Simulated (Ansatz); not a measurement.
**Tl2Se (model cell, started as antifluorite): following an unstable mode**

Which phase does Tl2Se (model cell, started as antifluorite) fall into along its unstable mode, and how much energy does it gain?

Program: Ansatz 0.2.0. Level of theory: DFT PBE, scalar-relativistic, plane waves, PAW. Results are calculated unless marked as measured.

This is a report of a sequence of runs, with most program output left out.

The structure was built from a prototype and need not be the compound's stable phase.

## Step 1: Starting point

Symmetry: Fm-3m, No. 225, cubic system. The conventional cell has a = 7.574 Å, b = 7.574 Å, c = 7.574 Å, α = 90.00°, β = 90.00°, γ = 90.00°. Nearest to Se lie 8 Tl at 3.28 Å. Nearest to Tl lie 4 Se at 3.28 Å. Farther neighbours and most contacts between anions are not listed.

## Step 2: Response at finite wavevector

The cell comes from relaxations at this level that are not shown. Stability and thermal properties need the whole zone. Linear response on a 2×2×2 q mesh gives force constants as far as a supercell of that size would.

input.yaml

```yaml
crystal:
  lattice:
    - [0.0, 3.7870920244, 3.7870920244]
    - [3.7870920244, 0.0, 3.7870920244]
    - [3.7870920244, 3.7870920244, 0.0]
  atoms:
    - { symbol: Se, position: [0.0, 0.0, 0.0] }
    - { symbol: Tl, position: [0.25, 0.25, 0.25] }
    - { symbol: Tl, position: [0.75, 0.75, 0.75] }
kpoints:
  mp_grid: { grid: [8, 8, 8] }
hamiltonian:
  xc: pbe
scf:
  occupations: { method: gaussian, width: 0.02 }
output:
  eigenvalues: true
phonons:
  method: dfpt
  qmesh: [2, 2, 2]
  temperatures: { t_max: 1000, t_step: 50 }
  qpath:
    path:
      - [[0.0, 0.0, 0.0], [0.5, 0.0, 0.5], [0.625, 0.25, 0.625]]
      - [[0.375, 0.375, 0.75], [0.0, 0.0, 0.0], [0.5, 0.5, 0.5], [0.5, 0.25, 0.75], [0.5, 0.0, 0.5]]
    npoints: 10
```

On the command line:

```sh
> ansatz run input.yaml --threads 4 --pin off --max-ram 7168MiB --backend cpu --events-out ev --progress --plain --runs-dir out
```

The job ended after 93 s (4 threads of Arm Neoverse V2, shared host; peak memory 1.2 GiB).

Numbers from this step:

```
volume per atom                                         : 36.21 Å³
gap on the k-mesh                                       : 0.1492 eV
sum-rule residual before enforcement                    : 6.28e-5 eV/Å²
lowest frequency on the path                            : -36.28 cm⁻¹
point group                                             : m-3m
highest frequency on the path or at a solved wavevector : 103.1 cm⁻¹
highest optical mode at the zone centre (no LO-TO term) : 76.01 cm⁻¹
lowest optical zone-centre mode                         : 52.8 cm⁻¹
lowest mode on the q mesh (acoustic modes at Γ apart)   : -36.28 cm⁻¹
```

Frequencies (cm⁻¹) solved at each irreducible wavevector; negative means imaginary. Frequencies by wavevector, by row:

```csv
q in reciprocal lattice units,star,mode 1,mode 2,mode 3,mode 4,mode 5,mode 6,mode 7,mode 8,mode 9
0 0 0,1,0,0,0,52.8,52.8,52.8,76,76,76
0 0 -0.5,4,21,21,45.5,45.5,46.7,58.2,73.3,75,75
0 -0.5 -0.5,3,-36.3,-36.3,30,32.6,32.6,64.2,64.3,64.3,103.1
```

Interpolated from a 2×2×2 q mesh, without the LO-TO term. The phonon branches at the labelled points (cm⁻¹):

```
    point  branch 1  branch 2  branch 3  branch 4  branch 5  branch 6  branch 7  branch 8  branch 9
        Γ         0         0         0        53        53        53        76        76        76
  halfway       -15       -15        44        46        46        46        68        68        92
        X       -36       -36        30        33        33        64        64        64       103
  halfway       -32       -27        30        33        35        63        65        65       100
        U       -18        26        30        36        38        60        66        66        90
jump to K       -18        26        30        36        38        60        66        66        90
  halfway        12        22        41        46        47        52        71        76        79
        Γ         0         0         0        53        53        53        76        76        76
  halfway        15        15        34        49        49        51        75        75        78
        L        21        21        46        46        47        58        73        75        75
  halfway        11        32        35        42        48        59        66        76        76
        W       -30        29        35        40        40        62        66        77        77
  halfway       -33         8        29        34        36        63        65        66        96
        X       -36       -36        30        33        33        64        64        64       103
```

Symmetry leaves 3 wavevectors to solve. The lowest mode among them, the acoustic zeros apart, lies at q = (0, -0.5, -0.5) and is imaginary, 36.3i cm⁻¹, so the energy falls along it.

## Step 3: The mode frozen in, largest atomic shift 0 Å

The mode followed lies at q = (0, -0.5, -0.5) with frequency 36.3i cm⁻¹ and is 2-fold degenerate, the softest among the wavevectors solved. At small amplitude the distorted cell has space group no. 59 by a symmetry search on the positions. The undistorted cell that holds it gives the zero of energy on the same k mesh.

System of this step: Tl2Se (model cell, started as antifluorite). Symmetry: Fm-3m, No. 225, cubic system. Conventional cell: a = 7.574 Å, b = 7.574 Å, c = 7.574 Å, α = 90.00°, β = 90.00°, γ = 90.00°. Nearest to Se lie 8 Tl at 3.28 Å. Nearest to Tl lie 4 Se at 3.28 Å. Farther neighbours and most contacts between anions are not listed.

input.yaml

```yaml
crystal:
  lattice:
    - [0.0, -3.7870920244, -3.7870920244]
    - [0.0, 3.7870920244, -3.7870920244]
    - [7.5741840488, 0.0, 0.0]
  atoms:
    - { symbol: Se, position: [0.5, 0.5, 0.5] }
    - { symbol: Se, position: [0.0, 0.0, 0.0] }
    - { symbol: Tl, position: [0.0, 0.5, 0.75] }
    - { symbol: Tl, position: [0.5, 0.0, 0.25] }
    - { symbol: Tl, position: [1.0, 0.5, 0.25] }
    - { symbol: Tl, position: [0.5, 0.0, 0.75] }
kpoints:
  mp_grid: { grid: [6, 6, 4] }
hamiltonian:
  xc: pbe
scf:
  occupations: { method: gaussian, width: 0.02 }
output:
  forces: true
  stress: true
  eigenvalues: true
```

Elapsed: 3.4 s, on 4 threads; peak memory 0.69 GiB.

Numbers from this step:

```
pressure                         : 0.04479 GPa
gap on the k-mesh                : 0.07955 eV
energy from the undistorted cell : 0 meV/atom
```

The run ends at a pressure of 0.04 GPa.

## Step 4: The mode frozen in, largest atomic shift 0.32 Å

The atoms are moved along the unstable eigenvector, the largest shift by 0.32 Å, with the cell fixed.

input.yaml, the sections that differ from step 3:

```yaml
crystal:
  lattice:
    - [0.0, -3.7870920244, -3.7870920244]
    - [0.0, 3.7870920244, -3.7870920244]
    - [7.5741840488, 0.0, 0.0]
  atoms:
    - { symbol: Se, position: [0.440251209, 0.5, 0.5] }
    - { symbol: Se, position: [0.059748791, 0.0, 0.0] }
    - { symbol: Tl, position: [-0.0130131866, 0.5, 0.75] }
    - { symbol: Tl, position: [0.5130131866, 0.0, 0.25] }
    - { symbol: Tl, position: [0.9869868134, 0.5, 0.25] }
    - { symbol: Tl, position: [0.5130131866, 0.0, 0.75] }
# kpoints, hamiltonian, scf, output: as in step 3
```

Wall time 6 s (4 threads); peak memory 0.78 GiB; 23 s of CPU time.

This step gave:

| Item | Value |
| --- | --- |
| pressure | 0.06996 GPa |
| gap on the k-mesh | 0 eV |
| energy from the undistorted cell | -3.635 meV/atom |

The energy, extrapolated to zero smearing, is -3.63 meV/atom against the undistorted cell.

The run ends at a pressure of 0.07 GPa, with forces up to 0.100 eV/Å.

## Step 5: Energy along the mode, all amplitudes (two of the runs are shown above)

An imaginary frequency means negative curvature, so the energy should fall and then rise again as anharmonic terms take over.

This step gave:

```yaml
depth_at_the_lowest_point_sampled: 3.635 meV/atom
largest_atomic_shift_at_that_point: 0.32 Å
```

The energy from the parent by largest atomic shift:

```csv
largest atomic shift (Å),energy from the parent (meV/atom)
0.000,0
0.040,-0.181
0.080,-0.63
0.140,-1.54
0.220,-2.77
0.320,-3.63
0.450,-2.79
0.600,4.47
```

Displacement at unit largest shift by atom:

| atom | x (Å) | y (Å) | z (Å) | size |
| --- | --- | --- | --- | --- |
| Se1 | 0.000 | 0.707 | 0.707 | 1.000 |
| Se2 | 0.000 | -0.707 | -0.707 | 1.000 |
| Tl3 | 0.000 | 0.154 | 0.154 | 0.218 |
| Tl4 | 0.000 | -0.154 | -0.154 | 0.218 |
| Tl5 | 0.000 | 0.154 | 0.154 | 0.218 |
| Tl6 | 0.000 | -0.154 | -0.154 | 0.218 |

The lowest of the steps tried is at 0.32 Å, 3.63 meV/atom below the parent; the bottom of the well need not coincide with a step.

## Step 6: Relaxing from the distorted cell

Starting from the lowest point found, all atoms and the cell are let go, so that strain and other modes of the same symmetry can join in.

Changes to input.yaml since step 4:

```diff
@@ -22 +22,6 @@
   eigenvalues: true
+relax:
+  adjacent_minimum: "off"
+  f_tol: 0.002
+  max_steps: 120
+  cell: { stress_tol: 0.03 }
```

Run time: 2.8 min. Hardware: 4 threads; peak memory 0.84 GiB.

The steps of the relaxation:

```
step  energy less that of the first step (eV)  largest force component (eV/Å)  pressure (GPa)  volume (Å³)
   1                                   0.0000                          0.0759            0.07       217.26
   2                                  -0.0090                          0.0335           -0.05       217.60
   3                                  -0.0175                          0.0550           -0.07       217.04
   4                                  -0.0436                          0.0544           -0.02       216.30
   5                                  -0.0561                          0.0920           -0.06       215.23
   6                                  -0.0758                          0.0734            0.07       214.92
   7                                  -0.1191                          0.0719            0.35       216.25
   8                                  -0.1570                          0.0578            0.02       220.54
   9                                  -0.1634                          0.0623           -0.25       224.31
  10                                  -0.1740                          0.0446           -0.43       219.58
  11                                  -0.1762                          0.0286            0.32       213.99
  12                                  -0.1821                          0.0105            0.05       216.59
  13                                  -0.1823                          0.0031           -0.03       216.66
  14                                  -0.1823                          0.0004            0.00       216.55
 15*                                  -0.2040                          0.0004            0.20       216.55
  16                                  -0.2198                          0.0029            0.09       218.74
  17                                  -0.2333                          0.0127            0.03       221.07
  18                                  -0.2344                          0.0045            0.03       223.39
  19                                  -0.2342                          0.0070           -0.06       224.58
  20                                  -0.2344                          0.0012            0.00       224.12
 21*                                  -0.2353                          0.0012            0.00       224.12
```

Relaxation steps marked * repeat the geometry before them on a plane-wave basis chosen anew for their cell, so energy and pressure can jump there.

The run keeps the 8 symmetry operations that it works with, so distortions that break them were not tested.

```
     cell as run  before  after   change
           a (Å)   5.356  6.893  +28.7 %
           b (Å)   5.356  4.302  -19.7 %
           c (Å)   7.574  7.559   -0.2 %
volume (Å³/atom)   36.21  37.35   +3.2 %
```

The atoms that moved most (Å, as changes of fractional coordinates times the final cell):

| atom | dx | dy | dz | length |
| --- | --- | --- | --- | --- |
| Se1 | 0.000 | 0.441 | 0.441 | 0.624 |
| Se2 | 0.000 | -0.441 | -0.441 | 0.624 |
| Tl5 | 0.021 | -0.018 | -0.018 | 0.034 |
| Tl4 | -0.021 | 0.018 | 0.018 | 0.034 |
| Tl3 | -0.021 | -0.018 | -0.018 | 0.034 |
| Tl6 | 0.021 | 0.018 | 0.018 | 0.034 |

This step gave:

```yaml
pressure: -0.004157 GPa
gap_on_the_k_mesh: 0.2703 eV
volume_per_atom: 37.35 Å³
```

The distorted start has space group Pmmn; the relaxation ends in Pmmn.

## Step 7: The new phase in its own primitive cell

The relaxed structure is symmetrised, reduced to its primitive cell and relaxed tightly, as its phonons need.

input.yaml

```yaml
crystal:
  lattice:
    - [4.3015374276, 0.0, 0.0]
    - [0.0, 7.5590412113, 0.0]
    - [0.0, 0.0, 6.8928647735]
  atoms:
    - { symbol: Se, position: [0.5, 0.5, 0.0997379779] }
    - { symbol: Se, position: [0.0, 0.0, 0.9002620221] }
    - { symbol: Tl, position: [0.5, 0.2528128295, 0.7407734685] }
    - { symbol: Tl, position: [0.0, 0.7528128295, 0.2592265315] }
    - { symbol: Tl, position: [0.5, 0.7471871705, 0.7407734685] }
    - { symbol: Tl, position: [0.0, 0.2471871705, 0.2592265315] }
kpoints:
  mp_grid: { grid: [8, 4, 6] }
hamiltonian:
  xc: pbe
scf:
  occupations: { method: fixed }
output:
  forces: true
  stress: true
  eigenvalues: true
relax:
  adjacent_minimum: "off"
  f_tol: 0.001
  max_steps: 60
  cell: { stress_tol: 0.01 }
```

Run time: 33 s. Hardware: 4 threads; peak memory 0.9 GiB; 2.2 min of CPU time.

Step by step:

```csv
step,energy less that of the first step (eV),largest force component (eV/Å),pressure (GPa),volume (Å³)
1,0.0000,0.0017,-0.01,224.12
2,0.0000,0.0005,-0.01,224.00
3,-0.0001,0.0006,0.00,223.86
4*,0.0000,0.0006,0.00,223.86
```

Relaxation steps marked * repeat the geometry before them on a plane-wave basis chosen anew for their cell, so energy and pressure can jump there.

Forces are held to the 8 operations that the run works with; a distortion that breaks them can't arise in this run.

```csv
"conventional cell, symmetrised",before,after,change
a (Å),4.302,4.296,-0.1 %
b (Å),7.559,7.560,+0.0 %
c (Å),6.893,6.892,-0.0 %
volume (Å³/atom),37.35,37.31,-0.1 %
```

Numbers from this step:

| Item | Value |
| --- | --- |
| pressure | 3.01e-4 GPa |
| gap on the k-mesh | 0.2699 eV |
| volume per atom | 37.31 Å³ |
| direct gap on mesh | 0.6564 eV |

The largest force component left is 0.57 meV/Å and the pressure is 0.000 GPa, within the tolerances set. The cell now holds 37.31 Å³/atom.

[end of part 1 of 2]

[Logs are printed without paths, hosts, clocks, repeated set-up lines and the standing remarks that a program may print on its own settings, such as how far it seeks lower states.]

[Hosts, paths, dates, database ids (printed as entryN), source tags and the programs' standing remarks are cut or masked in the printed files.]
